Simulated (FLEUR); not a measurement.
# NaCeS2: which magnetic order is lowest, part 2 of 4

Does NaCeS2 prefer parallel or opposed moments?

FLEUR MaX-R8.1; LDA (Moruzzi-Janak-Williams) with U = 4.3 eV, J = 0.7 eV on Ce f; all-electron FLAPW, Dirac cores, scalar-relativistic bands. The settings are cheaper than careful work needs.

So far. Step 2 (Run 1 (ferro +)): After 24 cycles the largest moment stands at 0.982 μB.

## (3) Run 2 (antiferro q=(0,1/2,0) +-)

An opposed order shows whether neighbours prefer unlike signs.

The cell is doubled to 8 atoms to hold this order. The mesh is halved along the doubled vector, so that both cells sample the same points. The k list default-1 (kpts.xml, not shown) is a Γ-centred 4×2×4 mesh.

Contents of inp.xml:

```
<?xml version="1.0" encoding="UTF-8" standalone="no"?>
<fleurInput fleurInputVersion="0.39">
   <comment>
      NaCeS2
   </comment>
   <calculationSetup>
      <cutoffs Kmax="3.6" Gmax="9.0" GmaxXC="9.0" numbands="0"/>
      <scfLoop itmax="130" minDistance="0.0001" maxIterBroyd="15" imix="Anderson" alpha="0.05" precondParam="0.0" spinf="2.0" sdNocoIR="T"/>
      <coreElectrons ctail="T" frcor="F" kcrel="0" coretail_lmax="0"/>
      <xcFunctional name="mjw" relativisticCorrections="F"/>
      <magnetism jspins="2"/>
      <soc l_soc="F" theta="0.0" phi="0.0" spav="F"/>
      <expertModes spex="0" secvar="F"/>
      <geometryOptimization l_f="F" forcealpha="1.0" forcemix="BFGS" epsdisp="0.00001" epsforce="0.00001"/>
      <ldaU l_linMix="F" mixParam="0.05" spinf="1.0"/>
   </calculationSetup>
   <cell>
      <bzIntegration valenceElectrons="66.0" mode="hist" fermiSmearingEnergy="0.00183747">
         <kPointListSelection listName="default-1"/>
         <xi:include xmlns:xi="http://www.w3.org/2001/XInclude" href="kpts.xml"> </xi:include>
      </bzIntegration>
      <xi:include xmlns:xi="http://www.w3.org/2001/XInclude" href="sym.xml"> </xi:include>
      <bulkLattice scale="1.0">
         <bravaisMatrix>
            <row-1>    7.7201548286121175     0.0000000000000000     0.0000000000000000</row-1>
            <row-2>    0.0000000000000000    15.4403096572242351     0.0000000000000000</row-2>
            <row-3>    0.0000000000000000     0.0000000000000000    10.5759580809868758</row-3>
         </bravaisMatrix>
      </bulkLattice>
   </cell>
   <atomSpecies>
      <species name="Sodium (Na)" element="Na" atomicNumber="11">
         <mtSphere radius="2.58" gridPoints="853" logIncrement="0.013"/>
         <atomicCutoffs lmax="10" lnonsphr="8"/>
         <electronConfig flipSpins="F">
            <coreConfig>(1s1/2)</coreConfig>
            <valenceConfig>(2s1/2) (2p1/2) (2p3/2) (3s1/2)</valenceConfig>
            <stateOccupation state="(3s1/2)" spinUp="0.500000" spinDown="0.500000"/>
         </electronConfig>
         <energyParameters s="3" p="3" d="3" f="4"/>
         <lo type="SCLO" l="0" n="2" eDeriv="0"/>
         <lo type="SCLO" l="1" n="2" eDeriv="0"/>
      </species>
      <species name="Cerium (Ce1.000" element="Ce" atomicNumber="58">
         <mtSphere radius="2.58" gridPoints="853" logIncrement="0.015"/>
         <atomicCutoffs lmax="10" lnonsphr="8"/>
         <electronConfig flipSpins="F">
            <coreConfig>(1s1/2) (2s1/2) (2p1/2) (2p3/2) (3s1/2) (3p1/2) (3p3/2) (4s1/2) (3d3/2) (3d5/2) (4p1/2) (4p3/2) (4d3/2) (4d5/2)</coreConfig>
            <valenceConfig>(5s1/2) (5p1/2) (5p3/2) (6s1/2) (5d3/2) (5d5/2) (4f5/2) (4f7/2)</valenceConfig>
            <stateOccupation state="(5d3/2)" spinUp="0.2" spinDown="0.2"/>
            <stateOccupation state="(5d5/2)" spinUp="0.3" spinDown="0.3"/>
            <stateOccupation state="(4f5/2)" spinUp="0.4285714285714" spinDown="0.0"/>
            <stateOccupation state="(4f7/2)" spinUp="0.5714285714286" spinDown="0.0"/>
         </electronConfig>
         <energyParameters s="6" p="6" d="5" f="4"/>
         <ldaU l="3" U="4.3" J="0.7" l_amf="F"/>
         <lo type="SCLO" l="0" n="5" eDeriv="0"/>
         <lo type="SCLO" l="1" n="5" eDeriv="0"/>
      </species>
      <species name="Cerium (Ce-1.000" element="Ce" atomicNumber="58">
         <mtSphere radius="2.58" gridPoints="853" logIncrement="0.015"/>
         <atomicCutoffs lmax="10" lnonsphr="8"/>
         <electronConfig flipSpins="F">
            <coreConfig>(1s1/2) (2s1/2) (2p1/2) (2p3/2) (3s1/2) (3p1/2) (3p3/2) (4s1/2) (3d3/2) (3d5/2) (4p1/2) (4p3/2) (4d3/2) (4d5/2)</coreConfig>
            <valenceConfig>(5s1/2) (5p1/2) (5p3/2) (6s1/2) (5d3/2) (5d5/2) (4f5/2) (4f7/2)</valenceConfig>
            <stateOccupation state="(5d3/2)" spinUp="0.2" spinDown="0.2"/>
            <stateOccupation state="(5d5/2)" spinUp="0.3" spinDown="0.3"/>
            <stateOccupation state="(4f5/2)" spinUp="0.0" spinDown="0.4285714285714"/>
            <stateOccupation state="(4f7/2)" spinUp="0.0" spinDown="0.5714285714286"/>
         </electronConfig>
         <energyParameters s="6" p="6" d="5" f="4"/>
         <ldaU l="3" U="4.3" J="0.7" l_amf="F"/>
         <lo type="SCLO" l="0" n="5" eDeriv="0"/>
         <lo type="SCLO" l="1" n="5" eDeriv="0"/>
      </species>
      <species name="Sulfur (S)" element="S" atomicNumber="16">
         <mtSphere radius="2.58" gridPoints="853" logIncrement="0.014"/>
         <atomicCutoffs lmax="10" lnonsphr="8"/>
         <electronConfig flipSpins="F">
            <coreConfig>(1s1/2) (2s1/2) (2p1/2) (2p3/2)</coreConfig>
            <valenceConfig>(3s1/2) (3p1/2) (3p3/2)</valenceConfig>
            <stateOccupation state="(3p1/2)" spinUp="0.666667" spinDown="0.666667"/>
            <stateOccupation state="(3p3/2)" spinUp="1.333333" spinDown="1.333333"/>
         </electronConfig>
         <energyParameters s="3" p="3" d="3" f="4"/>
      </species>
   </atomSpecies>
   <atomGroups>
      <atomGroup species="Sodium (Na)">
         <relPos label="                   1">.0000000000 -1.000/4.000 .0000000000</relPos>
         <relPos label="                   2">.0000000000 1.000/4.000 .0000000000</relPos>
         <force calculate="T" relaxXYZ="TTT"/>
      </atomGroup>
      <atomGroup species="Cerium (Ce1.000">
         <relPos label="                   3">1.000/2.000 .0000000000 1.000/2.000</relPos>
         <force calculate="T" relaxXYZ="TTT"/>
      </atomGroup>
      <atomGroup species="Cerium (Ce-1.000">
         <relPos label="                   4">1.000/2.000 1.000/2.000 1.000/2.000</relPos>
         <force calculate="T" relaxXYZ="TTT"/>
      </atomGroup>
      <atomGroup species="Sulfur (S)">
         <relPos label="                   5">.0000000000 -1.000/4.000 1.000/2.000</relPos>
         <relPos label="                   6">.0000000000 1.000/4.000 1.000/2.000</relPos>
         <force calculate="T" relaxXYZ="TTT"/>
      </atomGroup>
      <atomGroup species="Sulfur (S)">
         <relPos label="                   7">1.000/2.000 .0000000000 .0000000000</relPos>
         <force calculate="T" relaxXYZ="TTT"/>
      </atomGroup>
      <atomGroup species="Sulfur (S)">
         <relPos label="                   8">1.000/2.000 1.000/2.000 .0000000000</relPos>
         <force calculate="T" relaxXYZ="TTT"/>
      </atomGroup>
   </atomGroups>
   <output dos="F" band="F" slice="F">
      <bandDOS minEnergy="-.5*Htr" maxEnergy="0.5*Htr" sigma="0.015" storeEVData="T"/>
      <plotting iplot="0" polar="F">
         <plot TwoD="T" vec1="  1.0  0.0  0.0" vec2="  0.0  1.0  0.0" vec3="  0.0  0.0  1.0" zero="  0.0  0.0  0.0" file="plot"/>
      </plotting>
      <moessbauerParams electricFieldGradient="F" isomerShift="F" coreHyperfine="F" valenceHyperfine="F"/>
   </output>
</fleurInput>
```

Contents of crystal.txt:

```
NaCeS2
&input film=F cartesian=F /
4.08533000000  0.00000000000  0.00000000000
0.00000000000  8.17066000000  0.00000000000
0.00000000000  0.00000000000  5.59655600000
1.8897261246
1.0 1.0 1.0

8
11 0.00000000000  0.00000000000  0.00000000000
11 0.00000000000  0.50000000000  0.00000000000
58 0.50000000000  0.25000000000  0.50000000000 : 1.000
58 0.50000000000  0.75000000000  0.50000000000 : -1.000
16 0.00000000000  0.00000000000  0.50000000000
16 0.00000000000  0.50000000000  0.50000000000
16 0.50000000000  0.25000000000  0.00000000000
16 0.50000000000  0.75000000000  0.00000000000

&kpt div1=4 div2=2 div3=4 gamma=T /
```

On the command line:

```sh
OMP_NUM_THREADS=1 inpgen -f crystal.txt > inpgen.log  # inp.xml is then edited as shown
OMP_NUM_THREADS=1 mpirun -n 4 fleur_MPI > fleur.log
```

Log:

```text
[banner, memory and clock lines left out]
Welcome to FLEUR        (www.flapw.de)
      MaX-Release 8.1          (www.max-centre.eu)

 ========== k-point set info ==========
 Selected k-point list: default-1
 k-point list type: mesh
 0 x 0 x 0
 Number of k points: 20

 ------------Calculation Setup---------------------------
 Number of PE/node        :            4
 Number of OMP-threads    :            1
 k-points in parallel     :            4
 pe's per k-point         :            1
 No of k-point loops      :            5
 Eigenvalue solver        :       lapack
 Number of basis functions:         1056
 Approximate size of matrices (H+S) per k-point:         0.017 GB
 Iteration:     1   Distance:      14.48719475 me/bohr^3
 Iteration:     2   Distance:      13.59420215 me/bohr^3
 Iteration:     3   Distance:       8.15395006 me/bohr^3
 Iteration:     4   Distance:       9.47189338 me/bohr^3
 Iteration:     5   Distance:       1.96968428 me/bohr^3
 Iteration:     6   Distance:       1.66660463 me/bohr^3
 Iteration:     7   Distance:       1.81862479 me/bohr^3
 Iteration:     8   Distance:       0.38633199 me/bohr^3
 Iteration:     9   Distance:       0.20978018 me/bohr^3
 Iteration:    10   Distance:       0.12143144 me/bohr^3
 Iteration:    11   Distance:       0.07028763 me/bohr^3
 Iteration:    12   Distance:       0.06379870 me/bohr^3
 Iteration:    13   Distance:       0.04204511 me/bohr^3
 Iteration:    14   Distance:       0.03928504 me/bohr^3
 Iteration:    15   Distance:       0.02432883 me/bohr^3
 Iteration:    16   Distance:       0.02289951 me/bohr^3
 Iteration:    17   Distance:       0.02567995 me/bohr^3
 Iteration:    18   Distance:       0.00498979 me/bohr^3
 Iteration:    19   Distance:       0.00340770 me/bohr^3
 Iteration:    20   Distance:       0.00145331 me/bohr^3
 Iteration:    21   Distance:       0.00039544 me/bohr^3
 Iteration:    22   Distance:       0.00033724 me/bohr^3
 Iteration:    23   Distance:       0.00013344 me/bohr^3
 Iteration:    24   Distance:       0.00003059 me/bohr^3

 ********************************************************************
 Run finished successfully
 Stop message:
   all done
 ********************************************************************

--- out.xml (last complete iteration) ---
<iteration numberForCurrentRun="   24" overallNumber="   24">
         [... left out ...]
         <bandgap value="0.2615918313" units="eV"/>
         <sumValenceSingleParticleEnergies value="-22.9937319702" units="Htr"/>
         <FermiEnergy value="0.1718262085" units="Htr"/>
         <valenceDensity>
            <mtCharges spin="1">
               <mtCharge atomType="1" total="4.1522706" s="1.0566977" p="3.0558982" d="0.0322516" f="0.0058577"/>
               <mtCharge atomType="2" total="5.0614789" s="1.0019921" p="2.7559974" d="0.2673254" f="1.0336606"/>
               <mtCharge atomType="3" total="4.0755767" s="1.0005355" p="2.7491736" d="0.2552319" f="0.0681101"/>
               <mtCharge atomType="4" total="2.8033634" s="0.8710363" p="1.9066742" d="0.0190053" f="0.0048117"/>
               <mtCharge atomType="5" total="2.7626977" s="0.8708466" p="1.8736975" d="0.0127415" f="0.0040284"/>
               <mtCharge atomType="6" total="2.7782871" s="0.8715724" p="1.8886315" d="0.0128548" f="0.0039136"/>
            </mtCharges>
            <mtCharges spin="2">
               <mtCharge atomType="1" total="4.1522706" s="1.0566977" p="3.0558982" d="0.0322516" f="0.0058577"/>
               <mtCharge atomType="2" total="4.0755767" s="1.0005355" p="2.7491736" d="0.2552319" f="0.0681101"/>
               <mtCharge atomType="3" total="5.0614790" s="1.0019921" p="2.7559974" d="0.2673254" f="1.0336606"/>
               <mtCharge atomType="4" total="2.8033634" s="0.8710363" p="1.9066742" d="0.0190053" f="0.0048117"/>
               <mtCharge atomType="5" total="2.7782871" s="0.8715724" p="1.8886315" d="0.0128548" f="0.0039136"/>
               <mtCharge atomType="6" total="2.7626977" s="0.8708466" p="1.8736975" d="0.0127415" f="0.0040284"/>
            </mtCharges>
            <spinDependentCharge spin="1" total="33.0000000" interstitial="4.4106917" mtSpheres="28.5893083"/>
            <spinDependentCharge spin="2" total="33.0000000" interstitial="4.4106917" mtSpheres="28.5893083"/>
            <totalCharge value="66.0000000000"/>
         </valenceDensity>
         [... left out ...]
         <magneticMomentsInMTSpheres units="muBohr">
            <globalMagMoment atomType="1" vec="0.00000   0.00000   0.00000"/>
            <localMagMoment atomType="1" vec="0.00000   0.00000   0.00000"/>
            <globalMagMoment atomType="2" vec="0.00000   0.00000   0.98591"/>
            <localMagMoment atomType="2" vec="0.00000   0.00000   0.98591"/>
            <globalMagMoment atomType="3" vec="0.00000   0.00000  -0.98591"/>
            <localMagMoment atomType="3" vec="0.00000   0.00000  -0.98591"/>
            <globalMagMoment atomType="4" vec="0.00000   0.00000   0.00000"/>
            <localMagMoment atomType="4" vec="0.00000   0.00000   0.00000"/>
            <globalMagMoment atomType="5" vec="0.00000   0.00000  -0.01559"/>
            <localMagMoment atomType="5" vec="0.00000   0.00000  -0.01559"/>
            <globalMagMoment atomType="6" vec="0.00000   0.00000   0.01559"/>
            <localMagMoment atomType="6" vec="0.00000   0.00000   0.01559"/>
         </magneticMomentsInMTSpheres>
         [... left out ...]
         <totalEnergy value="   -19633.0825459126" units="Htr">
            <sumOfEigenvalues value="   -11996.6332391567">
               <coreElectrons value="-11973.6395071865"/>
               <valenceElectrons value="-22.9937319702"/>
            </sumOfEigenvalues>
            <densityCoulombPotentialIntegral value="-32216.0588450764"/>
            <densityEffectivePotentialIntegral value="-32921.0605275507"/>
            <chargeDenXCDenIntegral value="-532.0270232280"/>
            <FockExchangeEnergyValence value="0.0000000000"/>
            <FockExchangeEnergyCore value="0.0000000000"/>
         [... left out ...]
            <dftUCorrection value="-0.1221565324"/>
            <tkbTimesEntropy value="0.0002511873"/>
            <freeEnergy value="-19633.0827971000"/>
            <extrapolationTo0K value="-19633.0826715063"/>
         </totalEnergy>
         [... left out ...]
         <ldaUDensityMatrixConvergence>
            <distance spin="1" distance="0.000002"/>
            <distance spin="2" distance="0.000002"/>
         </ldaUDensityMatrixConvergence>
         <densityConvergence units="me/bohr^3">
            <chargeDensity spin="1" distance="0.0000173770"/>
            <chargeDensity spin="2" distance="0.0000175502"/>
            <overallChargeDensity distance="0.0000305943"/>
            <spinDensity distance="0.0000168503"/>
         </densityConvergence>
      </iteration>
```

Run time: 2.7 min. Hardware: 4 MPI ranks of AMD EPYC 7R43, shared host; peak memory 0.7 GiB; 11 min of CPU time.

Spin moment in the muffin-tin sphere by atom:

```tsv
atom	spin moment in the muffin-tin sphere (μB)
Na1	0.000
Na2	0.000
Ce3	0.986
Ce4	-0.986
S5	0.000
S6	0.000
S7	-0.016
S8	0.016
```

Read from the output:

| Item | Value |
| --- | --- |
| free energy | -534243.3992 eV |
| program's band gap on this mesh (in a metal only a level spacing) | 0.2616 eV |
| magnetization | 0 μB |
| final state | antiferromagnetic |

It lies 0.903 meV a seeded atom over the first start, and its largest moment is 0.986 μB against 0.982 μB.

## (4) Start 3: antiferro q=(1/2,1/2,0) +-

Another pattern of signs weighs the neighbour shells otherwise.

This order needs a doubled cell of 8 atoms. The mesh is halved along the doubled vector, so that both cells sample the same points. The k list default-1 (kpts.xml, not shown) is a Γ-centred 2×4×4 mesh.

Edit inp.xml of step 3 so:

```diff
@@ -24,4 +24,4 @@
          <bravaisMatrix>
-            <row-1>    7.7201548286121175     0.0000000000000000     0.0000000000000000</row-1>
-            <row-2>    0.0000000000000000    15.4403096572242351     0.0000000000000000</row-2>
+            <row-1>   15.4403096572242351     0.0000000000000000     0.0000000000000000</row-1>
+            <row-2>    7.7201548286121175     7.7201548286121175     0.0000000000000000</row-2>
             <row-3>    0.0000000000000000     0.0000000000000000    10.5759580809868758</row-3>
@@ -89,4 +89,4 @@
       <atomGroup species="Sodium (Na)">
-         <relPos label="                   1">.0000000000 -1.000/4.000 .0000000000</relPos>
-         <relPos label="                   2">.0000000000 1.000/4.000 .0000000000</relPos>
+         <relPos label="                   1">.0000000000 .0000000000 .0000000000</relPos>
+         <relPos label="                   2">1.000/2.000 .0000000000 .0000000000</relPos>
          <force calculate="T" relaxXYZ="TTT"/>
@@ -94,3 +94,3 @@
       <atomGroup species="Cerium (Ce1.000">
-         <relPos label="                   3">1.000/2.000 .0000000000 1.000/2.000</relPos>
+         <relPos label="                   3">.0000000000 1.000/2.000 1.000/2.000</relPos>
          <force calculate="T" relaxXYZ="TTT"/>
@@ -102,4 +102,4 @@
       <atomGroup species="Sulfur (S)">
-         <relPos label="                   5">.0000000000 -1.000/4.000 1.000/2.000</relPos>
-         <relPos label="                   6">.0000000000 1.000/4.000 1.000/2.000</relPos>
+         <relPos label="                   5">.0000000000 .0000000000 1.000/2.000</relPos>
+         <relPos label="                   6">1.000/2.000 .0000000000 1.000/2.000</relPos>
          <force calculate="T" relaxXYZ="TTT"/>
@@ -107,3 +107,3 @@
       <atomGroup species="Sulfur (S)">
-         <relPos label="                   7">1.000/2.000 .0000000000 .0000000000</relPos>
+         <relPos label="                   7">.0000000000 1.000/2.000 .0000000000</relPos>
          <force calculate="T" relaxXYZ="TTT"/>
```

Contents of crystal.txt:

```
NaCeS2
&input film=F cartesian=F /
8.17066000000  0.00000000000  0.00000000000
4.08533000000  4.08533000000  0.00000000000
0.00000000000  0.00000000000  5.59655600000
1.8897261246
1.0 1.0 1.0

8
11 0.00000000000  0.00000000000  0.00000000000
11 0.50000000000  0.00000000000  0.00000000000
58 0.00000000000  0.50000000000  0.50000000000 : 1.000
58 0.50000000000  0.50000000000  0.50000000000 : -1.000
16 0.00000000000  0.00000000000  0.50000000000
16 0.50000000000  0.00000000000  0.50000000000
16 0.00000000000  0.50000000000  0.00000000000
16 0.50000000000  0.50000000000  0.00000000000

&kpt div1=2 div2=4 div3=4 gamma=T /
```

Log:

```text
[banner, memory and clock lines left out]
Welcome to FLEUR        (www.flapw.de)
      MaX-Release 8.1          (www.max-centre.eu)

 ========== k-point set info ==========
 Selected k-point list: default-1
 k-point list type: mesh
 0 x 0 x 0
 Number of k points: 16

 [... set-up left out ...]
 Iteration:     1   Distance:      14.48636888 me/bohr^3
 Iteration:     2   Distance:      13.59349577 me/bohr^3
 Iteration:     3   Distance:       8.15383075 me/bohr^3
 Iteration:     4   Distance:       9.45932258 me/bohr^3
 Iteration:     5   Distance:       2.13432169 me/bohr^3
[...]
[... left out ...]
            <freeEnergy value="-19633.0827821579"/>
            <extrapolationTo0K value="-19633.0826591998"/>
         </totalEnergy>
         [... left out ...]
         <ldaUDensityMatrixConvergence>
            <distance spin="1" distance="0.000005"/>
            <distance spin="2" distance="0.000005"/>
         </ldaUDensityMatrixConvergence>
         <densityConvergence units="me/bohr^3">
            <chargeDensity spin="1" distance="0.0000345696"/>
            <chargeDensity spin="2" distance="0.0000345698"/>
            <overallChargeDensity distance="0.0000608176"/>
            <spinDensity distance="0.0000328858"/>
         </densityConvergence>
      </iteration>
```

The job ended after 2.5 min (4 MPI ranks; peak memory 0.7 GiB; 10 min of CPU time).

Spin moment in the muffin-tin sphere by atom:

```tsv
atom	spin moment in the muffin-tin sphere (μB)
Na1	0.000
Na2	0.000
Ce3	0.985
Ce4	-0.985
S5	0.000
S6	0.000
S7	-0.015
S8	0.015
```

Numbers from this step:

```
free energy                                                       : -534243.3988 eV
program's band gap on this mesh (in a metal only a level spacing) : 0.2985 eV
magnetization                                                     : 0 μB
final state                                                       : antiferromagnetic
```

It lies 1.11 meV a seeded atom over the first start, and its largest moment is 0.985 μB against 0.982 μB.

(Continued in part 3 of 4.)

[Logs and program files are shortened in this print: banners, set-up blocks, solver, clock and traceback lines can be left out without a mark of their own.]

[Logs are printed without paths, hosts, clocks, repeated set-up lines and the standing remarks that a program may print on its own settings, such as how far it seeks lower states.]

[Hosts, paths, dates, database ids (printed as entryN), source tags and the programs' standing remarks are cut or masked in the printed files.]

[Where a cell is said to come from a database of computed structures, the database is the Materials Project.]
